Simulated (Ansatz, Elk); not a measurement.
# YAlBMo: X-ray structure factors from the self-consistent density, part 2 of 2

Structure refinements treat a crystal as free atoms side by side. For a made-up structure of YAlBMo (cell and positions from a PBE relaxation) the runs below show what the calculated density changes in F(hkl).

Elk 11.2.3 (patched build); all-electron DFT.

So far: The structure; Ground state and structure factors; The highest occupied states alone; Another try.

The structure was built from a prototype and need not be the compound's stable phase.

### Step 5. Another functional

Level of this step: DFT, LDA (Perdew-Wang), all-electron APW+lo, Dirac cores, scalar-relativistic bands, static density, no spin (Elk).

The difference from free atoms is small, so it is set against the change that LDA (Perdew-Wang) makes.

Contents of elk.in:

```
tasks
  0
  195

xctype
  3

spinpol
  .false.

rgkmax
  7.0

gmaxvr
  14.0

lmaxo
  7

lmaxapw
  8

swidth
  0.002

tshift
  .false.

ramdisk
  .false.

hmaxvr
  5.5

maxscl
  120

epspot
  1e-06

sppath
  './'

avec
  6.86170945547 0.00000000000 0.00000000000
  0.00000000000 3.30656302125 9.78838573853
  0.00000000000 -3.30656302125 9.78838573853

atoms
  4
  'Mo.in'
  1
  0.5000000000 0.8740092904 0.8740092904   0.000000 0.000000 0.000000
  'Y.in'
  1
  0.0000000000 0.1507958732 0.1507958732   0.000000 0.000000 0.000000
  'Al.in'
  1
  0.0000000000 0.4258788167 0.4258788167   0.000000 0.000000 0.000000
  'B.in'
  1
  0.5000000000 0.5391160197 0.5391160197   0.000000 0.000000 0.000000

ngridk
  6 7 7
```

Run with:

```console
$ OMP_NUM_THREADS=4 elk
```

Numbers of over 12 decimals in the logs are rounded to 6 here.

The log of the run:

```text
┌─────────────────────────┐
│ Elk code version 11.2.3 │
└─────────────────────────┘

All units are atomic (Hartree, Bohr, etc.)

┌─────────────────────────────────────────────────┐
│ Ground-state run starting from atomic densities │
└─────────────────────────────────────────────────┘

Lattice vectors :
   6.861709455       0.000000000       0.000000000
   0.000000000       3.306563021       9.788385739
   0.000000000      -3.306563021       9.788385739

Reciprocal lattice vectors :
  0.9156880436       0.000000000      -0.000000000
[...]
species : 1 (Mo)
[...]
species : 2 (Y)
[...]
species : 3 (Al)
   atom 1                    :    11.54704030     (  0.5264380853E-03)
  species : 4 (B)
   atom 1                    :    3.838685622     (  0.6965676889E-04)
 total in muffin-tins        :    92.77384666
 total calculated charge     :    98.99898924
 total charge                :    99.00000000
 error                       :   0.1010764926E-02

┌──────────────────────────────┐
│ Self-consistent loop stopped │
└──────────────────────────────┘

Warning : core states of species 3 leak from the muffin-tin :   0.5264380853E-03

Wrote STATE.OUT
[key lines of the parts left out:]
total energy                :     -7693.9221660197
```

Run time: 34 s. Hardware: 4 threads of Arm Neoverse V2, shared host; peak memory 0.18 GiB; 2 min of CPU time.

Against the first run R = 0.04 %; the largest change is -0.029 at 240.

### Step 6. A coarser k-mesh

About half the k-points along each axis test the sampling.

elk.in, as its differences from that of step 5:

```diff
@@ -5,3 +5,3 @@
 xctype
-  3
+  20
 
@@ -64,2 +64,2 @@
 ngridk
-  6 7 7
+  3 4 4
```

Run with:

```console
$ OMP_NUM_THREADS=4 elk
```

The log of the run:

```text
┌─────────────────────────┐
│ Elk code version 11.2.3 │
└─────────────────────────┘

All units are atomic (Hartree, Bohr, etc.)

┌─────────────────────────────────────────────────┐
│ Ground-state run starting from atomic densities │
└─────────────────────────────────────────────────┘

Lattice vectors :
   6.861709455       0.000000000       0.000000000
   0.000000000       3.306563021       9.788385739
   0.000000000      -3.306563021       9.788385739

Reciprocal lattice vectors :
  0.9156880436       0.000000000      -0.000000000
[...]
species : 1 (Mo)
[...]
species : 2 (Y)
[...]
species : 3 (Al)
   atom 1                    :    11.52857501     (  0.4970690629E-03)
  species : 4 (B)
   atom 1                    :    3.846699503     (  0.6734417689E-04)
 total in muffin-tins        :    92.73955667
 total calculated charge     :    98.99897717
 total charge                :    99.00000000
 error                       :   0.1022829455E-02

┌──────────────────────────────┐
│ Self-consistent loop stopped │
└──────────────────────────────┘

Warning : core states of species 3 leak from the muffin-tin :   0.4970690629E-03

Wrote STATE.OUT
[key lines of the parts left out:]
total energy                :     -7702.9911377304
```

Run time: 19 s. Hardware: 4 threads; peak memory 0.18 GiB; 47 s of CPU time.

Against the first run R = 0.02 %; the largest change is +0.045 at 020.

### Step 7. Basis size

The basis and the expansions that go with it are enlarged, to see whether the differences are converged.

elk.in, as its differences from that of step 6:

```diff
@@ -11,12 +11,12 @@
 rgkmax
-  7.0
+  8.5
 
 gmaxvr
-  14.0
+  18.0
 
 lmaxo
-  7
+  9
 
 lmaxapw
-  8
+  10
 
@@ -64,2 +64,2 @@
 ngridk
-  3 4 4
+  6 7 7
```

Run with:

```console
$ OMP_NUM_THREADS=4 elk
```

The log of the run:

```text
┌─────────────────────────┐
│ Elk code version 11.2.3 │
└─────────────────────────┘

All units are atomic (Hartree, Bohr, etc.)

┌─────────────────────────────────────────────────┐
│ Ground-state run starting from atomic densities │
└─────────────────────────────────────────────────┘

Lattice vectors :
   6.861709455       0.000000000       0.000000000
   0.000000000       3.306563021       9.788385739
   0.000000000      -3.306563021       9.788385739

Reciprocal lattice vectors :
  0.9156880436       0.000000000      -0.000000000
[...]
species : 1 (Mo)
[...]
species : 2 (Y)
[...]
species : 3 (Al)
   atom 1                    :    11.53215523     (  0.4973213372E-03)
  species : 4 (B)
   atom 1                    :    3.848780656     (  0.6737373618E-04)
 total in muffin-tins        :    92.74708631
 total calculated charge     :    98.99942407
 total charge                :    99.00000000
 error                       :   0.5759252063E-03

┌──────────────────────────────┐
│ Self-consistent loop stopped │
└──────────────────────────────┘

Warning : core states of species 3 leak from the muffin-tin :   0.4973213372E-03

Wrote STATE.OUT
[key lines of the parts left out:]
total energy                :     -7702.9961429488
```

Elapsed: 2.4 min, on 4 threads; peak memory 0.27 GiB; 8.3 min of CPU time.

Against the first run R = 0.01 %; the largest change is +0.005 at 308.

### Step 8. Settings against the effect

```csv
run,R against the first run (%),"R against neutral atoms, low angle (%)",wall time
"PBE, rgkmax 7",0.00,0.55,52 s
LDA (Perdew-Wang),0.04,0.55,34 s
k-mesh 3×4×4,0.02,0.55,19 s
rgkmax 8.5 with larger expansions,0.01,0.55,2.4 min
```

### Step 9. Results

- R against neutral atoms, sin θ/λ < 0.3 Å⁻¹: 0.55 %
- R against neutral atoms, 0.3 to 0.73 Å⁻¹: 0.25 %

Independent neutral atoms miss the calculated amplitudes by R = 0.55 % below 0.3 Å⁻¹ and 0.25 % from there to 0.73 Å⁻¹; by shells, 1.29 % below 0.15 Å⁻¹ (2 forms), 0.54 % 0.15 to 0.3 (12 forms), 0.30 % 0.3 to 0.45 (25 forms), 0.23 % above 0.45 (110 forms). Bonding, aspherical density and the tables' own atoms all enter these figures, and the runs don't part them. The largest change of an amplitude is -0.41 electrons, at 004. R counts amplitudes alone; phases shift too. The window's part falls from 15.0 electrons at the origin to at most 0.18 between 0.45 and 0.73 Å⁻¹. Below 0.3 Å⁻¹ the changes that finished (LDA (Perdew-Wang), k-mesh 3×4×4 and rgkmax 8.5 with larger expansions) move F by R = 0.02 % at most, against the 0.55 % that separates it from free atoms. These runs have no spin, though d or f shells may be open. Part of the difference isn't bonding: the tables are fits to free atoms and ions calculated by other methods than this functional. Thermal motion, anomalous dispersion and extinction are left out.

[Logs are printed without paths, hosts, clocks, repeated set-up lines and the standing remarks that a program may print on its own settings, such as how far it seeks lower states.]

[Hosts, paths, dates, database ids (printed as entryN), source tags and the programs' standing remarks are cut or masked in the printed files.]
